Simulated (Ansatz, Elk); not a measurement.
# Bonding as seen by X-rays: K3Al

The structure of K3Al used here is made up (a known structure type with other elements) and was relaxed beforehand with PBE. The aim is the Fourier transform of its all-electron density, F(hkl), set beside the sum over free spherical atoms that refinements use.

Calculated with Elk 11.2.3 (patched build); DFT, PBE, all-electron APW+lo, Dirac cores, scalar-relativistic bands, static density, no spin.

This account leaves out most program logs.

The structure was built from a prototype and need not be the compound's stable phase.

## (1) The starting structure

Symmetry: P6_3/mmc, No. 194, hexagonal system. The conventional cell has a = 8.262 Å, b = 8.262 Å, c = 6.518 Å, α = 90.00°, β = 90.00°, γ = 120.00°. Nearest to K lie 6 K at 3.81 to 4.15 Å and 4 Al at 3.93 to 4.13 Å. Al has 12 K at 3.93 to 4.13 Å nearest. Farther neighbours are not listed.

## (2) Ground state and structure factors

An all-electron density is needed, since X-rays see the cores too. Task 0 finds the density and task 195 Fourier-transforms it; tshift is off so that phases refer to the origin typed.

Contents of elk.in:

```
tasks
  0
  195

xctype
  20

spinpol
  .false.

rgkmax
  7.0

gmaxvr
  14.0

lmaxo
  7

lmaxapw
  8

swidth
  0.002

tshift
  .false.

ramdisk
  .false.

hmaxvr
  5.5

maxscl
  120

epspot
  1e-06

sppath
  './'

avec
  15.61201483396 0.00000000000 0.00000000000
  -7.80600741698 13.52040145047 -0.00000000000
  0.00000000000 -0.00000000000 12.31691935771

atoms
  2
  'K.in'
  6
  0.1796192917 0.3592385834 0.2500000000   0.000000 0.000000 0.000000
  0.1796192917 0.8203807083 0.2500000000   0.000000 0.000000 0.000000
  0.6407614166 0.8203807083 0.2500000000   0.000000 0.000000 0.000000
  0.8203807083 0.6407614166 0.7500000000   0.000000 0.000000 0.000000
  0.8203807083 0.1796192917 0.7500000000   0.000000 0.000000 0.000000
  0.3592385834 0.1796192917 0.7500000000   0.000000 0.000000 0.000000
  'Al.in'
  2
  0.3333333333 0.6666666667 0.7500000000   0.000000 0.000000 0.000000
  0.6666666667 0.3333333333 0.2500000000   0.000000 0.000000 0.000000

ngridk
  3 3 4
```

Run with:

```bash
$ OMP_NUM_THREADS=4 elk
```

Elapsed: 42 s, on 4 threads of AMD EPYC 9B45 (Zen 5), shared host; peak memory 0.59 GiB.

SFACRHO.OUT:

```text

h k l indices transformed by vhmat matrix:
   1.000000000       0.000000000       0.000000000    
   0.000000000       1.000000000       0.000000000    
   0.000000000       0.000000000       1.000000000    

      h      k      l  multipl.   |H|            Re(F)            Im(F)           |F|

      0      0      0      1   0.0000000       140.00000     -0.92320199E-16   140.00000    
      1      0      0      6  0.46471884      -4.4260050     -0.10147602E-13   4.4260050    
      0      0      1      2  0.51012637      0.31242096E-13 -0.10147602E-13  0.32848781E-13
      1      0     -1      6  0.69006703       14.847215     -0.67650678E-14   14.847215    
      1      0      1      6  0.69006703      -14.847215      0.12402624E-13   14.847215    
     -2      1      0      6  0.80491665      -8.7701330      0.65767962E-14   8.7701330    
      0     -2      0      6  0.92943768      -55.759186     -0.27060271E-13   55.759186    
     -2      1     -1     12  0.95295315     -0.11937637E-07  0.45100452E-14  0.11937637E-07
      0      0     -2      2   1.0202527      -110.51944     -0.81723710E-15   110.51944    
     -2      0      1      6   1.0602280       92.580350      0.42845430E-13   92.580350    
      2     -2     -1      6   1.0602280      -92.580350      0.95838461E-14   92.580350    
      0      1      2      6   1.1211063       3.0087192      -0.0000000       3.0087192    
      0      1     -2      6   1.1211063       3.0087192      0.45100452E-14   3.0087192    
     -1      3      0     12   1.2295305       19.975687     -0.41717918E-13   19.975687    
     -1     -1      2     12   1.2995409       7.8485574      0.21818432E-13   7.8485574    
     -3      1     -1     12   1.3311552       1.4215911      0.73288235E-14   1.4215911    
      1      2      1     12   1.3311552      -1.4215911     -0.29879050E-13   1.4215911    
      2      0      2      6   1.3801341       48.576637     -0.33825339E-13   48.576637
```

Elk indexes on the primitive cell of elk.in and gives |H| = 4π sin θ/λ in inverse bohr. Below, one row stands for each form hkl of the conventional cell (m members, Friedel mates merged), F is for one primitive cell and the density is static (no thermal factor). Free-atom factors are Waasmaier and Kirfel's, and R is Σm||F|−|F'||/Σm|F|.

```
hkl   m  sin θ/λ (Å⁻¹)  abs F, DFT  neutral atoms   diff.
100   6          0.070       4.426          4.156  +0.270
001   2          0.077       0.000          0.000  +0.000
101  12          0.104      14.847         15.088  -0.241
110   6          0.121       8.770          8.892  -0.122
200   6          0.140      55.759         55.819  -0.060
111  12          0.143       0.000          0.000  +0.000
002   2          0.153     110.519        110.825  -0.306
201  12          0.159      92.580         92.714  -0.134
102  12          0.169       3.009          3.171  -0.162
210  12          0.185      19.976         19.903  +0.073
112  12          0.195       7.849          7.621  +0.228
211  24          0.200       1.422          1.569  -0.147
202  12          0.207      48.577         48.575  +0.002
300   6          0.210      10.537         10.393  +0.144
301  12          0.223      24.827         24.830  -0.003
003   2          0.230       0.000          0.000  +0.000
212  24          0.240      17.404         17.325  +0.079
103  12          0.240      11.195         11.053  +0.142
220   6          0.242      86.322         86.229  +0.093
310  12          0.252       5.423          5.456  -0.033
221  12          0.254       0.000          0.000  +0.000
302  12          0.260       8.805          8.697  +0.108
```

## (3) The highest occupied states alone

An energy window below the Fermi level keeps the highest occupied states, to see at which angles they scatter; shallow core shells can lie inside it and anion s states outside. No new self-consistency is needed.

Changes to elk.in since step 2:

```diff
@@ -1,3 +1,2 @@
 tasks
-  0
   195
@@ -40,2 +39,5 @@
 
+wsfac
+  -0.379700 0.361290
+
 sppath
```

Run with:

```bash
$ OMP_NUM_THREADS=4 elk
```

Run time: 18 s. Hardware: 4 threads; peak memory 0.32 GiB.

States within 12 eV below the Fermi level hold 12.00 electrons; any levels below the window count with the cores. Their amplitudes can exceed the total, where window and core parts have opposite phase:

| hkl | sin θ/λ (Å⁻¹) | abs F, window | abs F, all |
| --- | --- | --- | --- |
| 100 | 0.070 | 2.269 | 4.426 |
| 001 | 0.077 | 0.000 | 0.000 |
| 101 | 0.104 | 2.580 | 14.847 |
| 110 | 0.121 | 2.299 | 8.770 |
| 200 | 0.140 | 0.678 | 55.759 |
| 111 | 0.143 | 0.000 | 0.000 |
| 002 | 0.153 | 0.781 | 110.519 |
| 201 | 0.159 | 0.692 | 92.580 |
| 102 | 0.169 | 0.285 | 3.009 |
| 210 | 0.185 | 0.213 | 19.976 |

## (4) Another functional

The difference from free atoms is small, so it is set against the change that PBEsol makes.

Changes to elk.in since step 3:

```diff
@@ -1,2 +1,3 @@
 tasks
+  0
   195
@@ -4,3 +5,3 @@
 xctype
-  20
+  22
 
@@ -39,5 +40,2 @@
 
-wsfac
-  -0.379700 0.361290
-
 sppath
```

Run with:

```bash
$ OMP_NUM_THREADS=4 elk
```

Run time: 42 s. Hardware: 4 threads; peak memory 0.6 GiB.

Against the first run R = 0.04 %; the largest change is -0.047 at 002.

## (5) Basis size

A smaller basis shows how fast F responds to it; the change is likely larger than the basis error of the first run, but doesn't show convergence.

Changes to elk.in since step 4:

```diff
@@ -5,3 +5,3 @@
 xctype
-  22
+  20
 
@@ -11,3 +11,3 @@
 rgkmax
-  7.0
+  5.5
```

Run with:

```bash
$ OMP_NUM_THREADS=4 elk
```

Wall time 33 s (4 threads); peak memory 0.41 GiB.

Against the first run R = 0.05 %; the largest change is +0.055 at 224.

## (6) Settings against the effect

```csv
run,R against the first run (%),"R against neutral atoms, low angle (%)",wall time
"PBE, rgkmax 7",0.00,0.39,42 s
PBEsol,0.04,0.36,42 s
rgkmax 5.5,0.05,0.37,33 s
```

## (7) Results

```
R against neutral atoms, sin θ/λ < 0.3 Å⁻¹ : 0.39 %
R against neutral atoms, 0.3 to 0.56 Å⁻¹   : 0.18 %
```

Independent neutral atoms miss the calculated amplitudes by R = 0.39 % below 0.3 Å⁻¹ and 0.18 % from there to 0.56 Å⁻¹; by shells, 0.95 % below 0.15 Å⁻¹ (4 forms), 0.34 % 0.15 to 0.3 (21 forms), 0.22 % 0.3 to 0.45 (47 forms), 0.14 % above 0.45 (61 forms). Bonding, aspherical density and the tables' own atoms all enter these figures, and the runs don't part them. The largest change of an amplitude is -0.31 electrons, at 002. The window's part falls from 12.0 electrons at the origin to at most 0.11 between 0.45 and 0.56 Å⁻¹. Below 0.3 Å⁻¹ the changes that finished (PBEsol and rgkmax 5.5) move F by R = 0.06 % at most, against the 0.39 % that separates it from free atoms. The k-mesh has no finished test. Part of the difference isn't bonding: the tables are fits to free atoms and ions calculated by other methods than this functional. Thermal motion, anomalous dispersion and extinction are left out.

[Logs are printed without paths, hosts, clocks, repeated set-up lines and the standing remarks that a program may print on its own settings, such as how far it seeks lower states.]

[Hosts, paths, dates, database ids (printed as entryN), source tags and the programs' standing remarks are cut or masked in the printed files.]
